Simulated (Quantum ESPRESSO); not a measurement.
# Hf2CO2 MXene, 1 layer: a series in biaxial strain, part 2 of 8

Aim: how the results for Hf2CO2 MXene, 1 layer change with biaxial strain.

Quantum ESPRESSO 7.5; plane-wave DFT, PBE, GBRV ultrasoft pseudopotentials.

So far. Step 2 (Relaxing cell and ions of the reference):  The last row is no step: it is a fresh SCF in the final cell with a new plane-wave basis, -0 meV from the row before.

### 3. Relaxing the ions, -4 %

m0.relax.in reads:

```
&control
  prefix = 'm0.relax'
  outdir = './out'
  pseudo_dir = './pseudo'
  nstep = 40
  forc_conv_thr = 0.0003
  calculation = 'relax'
  tstress = .true.
/
&system
  ibrav = 0
  nat = 5
  ntyp = 3
  ecutwfc = 50
  ecutrho = 250
  occupations = 'smearing'
  smearing = 'fd'
  degauss = 0.002
/
&electrons
  conv_thr = 1e-09
  mixing_beta = 0.4
  electron_maxstep = 120
  mixing_mode = 'plain'
/
&ions
/
ATOMIC_SPECIES
  O   15.9990  o_pbe_v1.2.uspp.F.UPF
  Hf  178.4900  hf_pbe_v1.uspp.F.UPF
  C   12.0110  c_pbe_v1.2.uspp.F.UPF
CELL_PARAMETERS angstrom
  3.14110491648000 0.00000000000000 0.00000000000000
  -1.57055245824000 2.72027665344000 0.00000000000000
  0.00000000000000 0.00000000000000 19.95294679600000
ATOMIC_POSITIONS crystal
  O   0.333333333300 0.666666666700 0.384322721400
  Hf  0.666666666700 0.333333333300 0.430915937300
  C   0.000000000000 0.000000000000 0.500000000000
  Hf  0.333333333300 0.666666666700 0.569084062700
  O   0.666666666700 0.333333333300 0.615677278600
K_POINTS automatic
  12 12 1 0 0 0
```

On the command line:

```sh
$ OMP_NUM_THREADS=1 mpirun -n 4 pw.x -nk 4 -in m0.relax.in > m0.relax.out
```

What it wrote:

```text
[banner, memory and clock lines left out]
Program PWSCF v.7.5 starts
[citation notice left out]

[...]
Message from routine setup:
[...]
bravais-lattice index     =            0
     lattice parameter (alat)  =       5.9358  a.u.
     unit-cell volume          =    1150.5332 (a.u.)^3
     number of atoms/cell      =            5
     number of atomic types    =            3
     number of electrons       =        40.00
     number of Kohn-Sham states=           24
     kinetic-energy cutoff     =      50.0000  Ry
     charge density cutoff     =     250.0000  Ry
     scf convergence threshold =      1.0E-09
     mixing beta               =       0.4000
     number of iterations used =            8  plain     mixing
     energy convergence thresh.=      1.0E-04
     force convergence thresh. =      3.0E-04
     Exchange-correlation= SLA  PW   PBE  PBE
                           (   1   4   3   4   0   0   0)
     nstep                     =           40

[...]
PseudoPot. # 1 for O  read from file:
     ./pseudo/o_pbe_v1.2.uspp.F.UPF
     Pseudo is Ultrasoft + core correction, Zval =  6.0
     Generated by new atomic code, or converted to UPF format
     Using radial grid of  737 points,  5 beta functions with:
                l(1) =   0
                l(2) =   0
                l(3) =   1
                l(4) =   1
                l(5) =   2
     Q(r) pseudized with  8 coefficients,  rinner =    0.900   0.900   0.900
                                                       0.900   0.900

     PseudoPot. # 2 for Hf read from file:
     ./pseudo/hf_pbe_v1.uspp.F.UPF
     Pseudo is Ultrasoft + core correction, Zval = 12.0
     Generated by new atomic code, or converted to UPF format
     Using radial grid of  921 points,  8 beta functions with:
                l(1) =   0
                l(2) =   0
                l(3) =   0
                l(4) =   1
                l(5) =   1
                l(6) =   2
                l(7) =   2
                l(8) =   3
     Q(r) pseudized with  6 coefficients,  rinner =    1.200   1.200   1.200
                                                       1.200   1.200   1.200
                                                       1.200

     PseudoPot. # 3 for C  read from file:
     ./pseudo/c_pbe_v1.2.uspp.F.UPF
     Pseudo is Ultrasoft + core correction, Zval =  4.0
     Generated by new atomic code, or converted to UPF format
     Using radial grid of  721 points,  4 beta functions with:
                l(1) =   0
                l(2) =   0
                l(3) =   1
                l(4) =   1
     Q(r) pseudized with  8 coefficients,  rinner =    1.100   1.100   1.100

     atomic species   valence    mass     pseudopotential
     O                 6.00    15.99900     O ( 1.00)
     Hf               12.00   178.49000     Hf( 1.00)
     C                 4.00    12.01100     C ( 1.00)

     12 Sym. Ops., with inversion, found

[...]
number of k points=    19  Fermi-Dirac smearing, width (Ry)=  0.0020
[...]
Dense  grid:    76659 G-vectors     FFT dimensions: (  30,  30, 192)

     Smooth grid:    55051 G-vectors     FFT dimensions: (  27,  27, 180)

     Check: negative core charge=   -0.000007

     Initial potential from superposition of free atoms

     starting charge      36.0000, renormalised to      40.0000

     negative rho (up, down):  2.429E-01 0.000E+00
     Starting wfcs are   38 randomized atomic wfcs

     per-process dynamical memory:    78.9 Mb

     Self-consistent Calculation

     iteration #  1     ecut=    50.00 Ry     beta= 0.40
     Davidson diagonalization with overlap
     ethr =  1.00E-02,  avg # of iterations =  2.6

     negative rho (up, down):  2.318E-01 0.000E+00

     total energy              =    -393.50265594 Ry
     estimated scf accuracy    <       4.93295765 Ry

     iteration #  2     ecut=    50.00 Ry     beta= 0.40
[...]
negative rho (up, down):  2.298E-01 0.000E+00

[...]
total energy              =    -394.25138972 Ry
     estimated scf accuracy    <       1.58540089 Ry

     iteration #  3     ecut=    50.00 Ry     beta= 0.40
[...]
negative rho (up, down):  2.298E-01 0.000E+00

[...]
total energy              =    -394.52126173 Ry
     estimated scf accuracy    <       0.20815990 Ry

     iteration #  4     ecut=    50.00 Ry     beta= 0.40
[...]
negative rho (up, down):  2.314E-01 0.000E+00

[...]
total energy              =    -394.54065242 Ry
     estimated scf accuracy    <       0.01775080 Ry

     iteration #  5     ecut=    50.00 Ry     beta= 0.40
[...]
negative rho (up, down):  2.329E-01 0.000E+00

[...]
total energy              =    -394.54433037 Ry
     estimated scf accuracy    <       0.00269362 Ry

     iteration #  6     ecut=    50.00 Ry     beta= 0.40
[...]
negative rho (up, down):  2.342E-01 0.000E+00

[...]
total energy              =    -394.54488366 Ry
     estimated scf accuracy    <       0.00027480 Ry

[...]
iteration # 10     ecut=    50.00 Ry     beta= 0.40
[...]
negative rho (up, down):  2.343E-01 0.000E+00

[...]
total energy              =    -394.54489020 Ry
     estimated scf accuracy    <       0.00000007 Ry

     iteration # 11     ecut=    50.00 Ry     beta= 0.40
[...]
negative rho (up, down):  2.343E-01 0.000E+00

[...]
total energy              =    -394.54489019 Ry
     estimated scf accuracy    <       0.00000010 Ry

     iteration # 12     ecut=    50.00 Ry     beta= 0.40
[...]
negative rho (up, down):  2.343E-01 0.000E+00

[...]
total energy              =    -394.54489021 Ry
     estimated scf accuracy    <          2.2E-09 Ry

     iteration # 13     ecut=    50.00 Ry     beta= 0.40
[...]
negative rho (up, down):  2.343E-01 0.000E+00

[...]
End of self-consistent calculation

          k = 0.0000 0.0000 0.0000 (  6901 PWs)   bands (ev):

   -59.9600 -59.9406 -29.0917 -28.7507 -28.4411 -28.4411 -28.4146 -28.4146
   -17.6183 -17.4860  -9.0667  -4.7510  -3.9810  -3.9810  -3.6613  -3.6613
[...]
negative rho (up, down):  2.343E-01 0.000E+00

     Forces acting on atoms (cartesian axes, Ry/au):

     atom    1 type  1   force =     0.00000000    0.00000000   -0.04632513
     atom    2 type  2   force =     0.00000000    0.00000000    0.02461996
     atom    3 type  3   force =     0.00000000    0.00000000    0.00000000
     atom    4 type  2   force =     0.00000000    0.00000000   -0.02461996
     atom    5 type  1   force =     0.00000000    0.00000000    0.04632513

     Total force =     0.074191     Total SCF correction =     0.000048

     Computing stress (Cartesian axis) and pressure

     negative rho (up, down):  2.343E-01 0.000E+00
          total   stress  (Ry/bohr**3)                   (kbar)     P=       82.85
   0.00072432  -0.00000000   0.00000000          106.55       -0.00        0.00
   0.00000000   0.00072432  -0.00000000            0.00      106.55       -0.00
   0.00000000  -0.00000000   0.00024100            0.00       -0.00       35.45

     BFGS Geometry Optimization
     Energy error            =      5.5E-03 Ry
     Gradient error          =      4.6E-02 Ry/Bohr

     number of scf cycles    =   1
     number of bfgs steps    =   0

     energy             new  =    -394.5448902153 Ry

     new trust radius        =       0.0463251341 bohr
     new conv_thr            =       0.0000000010 Ry

ATOMIC_POSITIONS (crystal)
O                0.3333333333        0.6666666667        0.3830941207
Hf               0.6666666667        0.3333333333        0.4315688894
C                0.0000000000        0.0000000000        0.5000000000
Hf               0.3333333333        0.6666666667        0.5684311106
O                0.6666666667        0.3333333333        0.6169058793

[...]
NEW-OLD atomic charge density approx. for the potential

     Check: negative core charge=   -0.000007

     negative rho (up, down):  2.317E-01 0.000E+00

     per-process dynamical memory:   115.6 Mb

[...]
!    total energy              =    -394.54839300 Ry
[...]
Total force =     0.034627     Total SCF correction =     0.000070
[...]
number of bfgs steps    =   1
[...]
energy             new  =    -394.5483930047 Ry
[...]
new trust radius        =       0.0428152699 bohr
[...]
!    total energy              =    -394.54998111 Ry
[...]
Total force =     0.028589     Total SCF correction =     0.000013
[...]
number of bfgs steps    =   2
[...]
energy             new  =    -394.5499811058 Ry
[...]
new trust radius        =       0.0470967969 bohr
[...]
!    total energy              =    -394.55122522 Ry
[...]
Total force =     0.018889     Total SCF correction =     0.000011
[...]
number of bfgs steps    =   3
[...]
energy             new  =    -394.5512252159 Ry
[...]
new trust radius        =       0.0300203420 bohr
[...]
!    total energy              =    -394.55161447 Ry
[...]
Total force =     0.005550     Total SCF correction =     0.000004
[...]
number of bfgs steps    =   4
[...]
energy             new  =    -394.5516144674 Ry
[...]
new trust radius        =       0.0039189088 bohr
[...]
!    total energy              =    -394.55163032 Ry
[...]
Total force =     0.001195     Total SCF correction =     0.000018
[...]
number of bfgs steps    =   5
[...]
energy             new  =    -394.5516303212 Ry
[...]
new trust radius        =       0.0008470453 bohr
[...]
Self-consistent Calculation

     iteration #  1     ecut=    50.00 Ry     beta= 0.40
     Davidson diagonalization with overlap
     ethr =  1.00E-06,  avg # of iterations =  2.0

     Threshold (ethr) on eigenvalues was too large:
     Diagonalizing with lowered threshold

     Davidson diagonalization with overlap
     ethr =  1.52E-09,  avg # of iterations =  3.1

     negative rho (up, down):  2.352E-01 0.000E+00

     total energy              =    -394.55163077 Ry
     estimated scf accuracy    <       0.00000103 Ry

[...]
iteration #  8     ecut=    50.00 Ry     beta= 0.40
[...]
negative rho (up, down):  2.352E-01 0.000E+00

[...]
End of self-consistent calculation

          k = 0.0000 0.0000 0.0000 (  6901 PWs)   bands (ev):

   -60.3446 -60.3276 -29.4141 -29.0975 -28.7976 -28.7976 -28.7745 -28.7745
   -17.6262 -17.5074  -9.4650  -4.9378  -3.8480  -3.8480  -3.5415  -3.5296
    -3.5296  -0.5543   1.1796   1.1796   3.6324   3.6601   3.6601   5.2214

          k = 0.0000 0.0962 0.0000 (  6911 PWs)   bands (ev):

   -60.3408 -60.3242 -29.3955 -29.1013 -28.8553 -28.8421 -28.8130 -28.7852
   -17.5671 -17.4647  -9.4567  -4.8533  -3.9384  -3.7816  -3.6848  -3.4849
    -3.3262  -0.3766   0.5546   0.9335   3.3963   3.9586   3.9594   5.2696

[...]
the Fermi energy is     1.4971 ev

!    total energy              =    -394.55163113 Ry
     estimated scf accuracy    <          2.1E-12 Ry
     smearing contrib. (-TS)   =      -0.00000001 Ry
     internal energy E=F+TS    =    -394.55163112 Ry

     The total energy is F=E-TS. E is the sum of the following terms:
     one-electron contribution =   -2035.77994618 Ry
     hartree contribution      =    1021.77604948 Ry
     xc contribution           =    -170.13916106 Ry
     ewald contribution        =     789.59142663 Ry

     convergence has been achieved in   8 iterations

     negative rho (up, down):  2.352E-01 0.000E+00

     Forces acting on atoms (cartesian axes, Ry/au):

     atom    1 type  1   force =     0.00000000    0.00000000    0.00003190
     atom    2 type  2   force =    -0.00000000   -0.00000000   -0.00000603
     atom    3 type  3   force =     0.00000000   -0.00000000    0.00000000
     atom    4 type  2   force =     0.00000000    0.00000000    0.00000603
     atom    5 type  1   force =     0.00000000   -0.00000000   -0.00003190

     Total force =     0.000046     Total SCF correction =     0.000005
     SCF correction compared to forces is large: reduce conv_thr to get better values

     Computing stress (Cartesian axis) and pressure

     negative rho (up, down):  2.352E-01 0.000E+00
          total   stress  (Ry/bohr**3)                   (kbar)     P=       55.62
   0.00056681  -0.00000000   0.00000000           83.38       -0.00        0.00
   0.00000000   0.00056681   0.00000000            0.00       83.38        0.00
   0.00000000   0.00000000   0.00000061            0.00        0.00        0.09

     Energy error            =      8.1E-07 Ry
     Gradient error          =      3.2E-05 Ry/Bohr

     bfgs converged in   7 scf cycles and   6 bfgs steps
     (criteria: energy <  1.0E-04 Ry, force <  3.0E-04 Ry/Bohr)

     End of BFGS Geometry Optimization

     Final energy             =    -394.5516311346 Ry

     File ./out/m0.relax.bfgs deleted, as requested
Begin final coordinates

ATOMIC_POSITIONS (crystal)
O                0.3333333333        0.6666666667        0.3799236660
Hf               0.6666666667        0.3333333333        0.4299609926
C               -0.0000000000        0.0000000000        0.5000000000
Hf               0.3333333333        0.6666666667        0.5700390074
O                0.6666666667        0.3333333333        0.6200763340
End final coordinates

[...]
```

Elapsed: 3 min, on 4 MPI ranks of Arm Neoverse V1, shared host; peak memory 0.98 GiB; 12 min of CPU time.

Relaxation path:

```
step  energy less that of the first step (eV)  largest force (eV/Å)
   1                                   0.0000                1.1911
   2                                  -0.0477                0.5652
   3                                  -0.0693                0.4562
   4                                  -0.0862                0.3424
   5                                  -0.0915                0.0924
   6                                  -0.0917                0.0177
   7                                  -0.0917                0.0008
```

The atoms that moved most (Å):

```
atom     dx     dy      dz  length
  O5  0.000  0.000   0.088   0.088
  O1  0.000  0.000  -0.088   0.088
 Hf4  0.000  0.000   0.019   0.019
 Hf2  0.000  0.000  -0.019   0.019
```

Final coordinates:

```xyz
5
Lattice="3.1411 0.0000 0.0000 -1.5706 2.7203 0.0000 0.0000 0.0000 19.9529" Properties=species:S:1:pos:R:3
O     0.0000    1.8135    7.5806
Hf    1.5706    0.9068    8.5790
C     0.0000    0.0000    9.9765
Hf    0.0000    1.8135   11.3740
O     1.5706    0.9068   12.3724
```

The relaxation lowers the energy by 18 meV an atom.

This step gave:

| Property | Result |
| --- | --- |
| free energy | -5368.1484 eV |
| Fermi energy | 1.497 eV |

(Continued in part 3 of 8.)

[Logs are printed without paths, hosts, clocks, repeated set-up lines and the standing remarks that a program may print on its own settings, such as how far it seeks lower states.]

[Hosts, paths, dates, database ids (printed as entryN), source tags and the programs' standing remarks are cut or masked in the printed files.]

[Maps of the electrostatic potential energy from Ansatz leave out the sawtooth potential of an applied field or a dipole correction, so their vacuum need not be flat; planar profiles and work functions include it.]
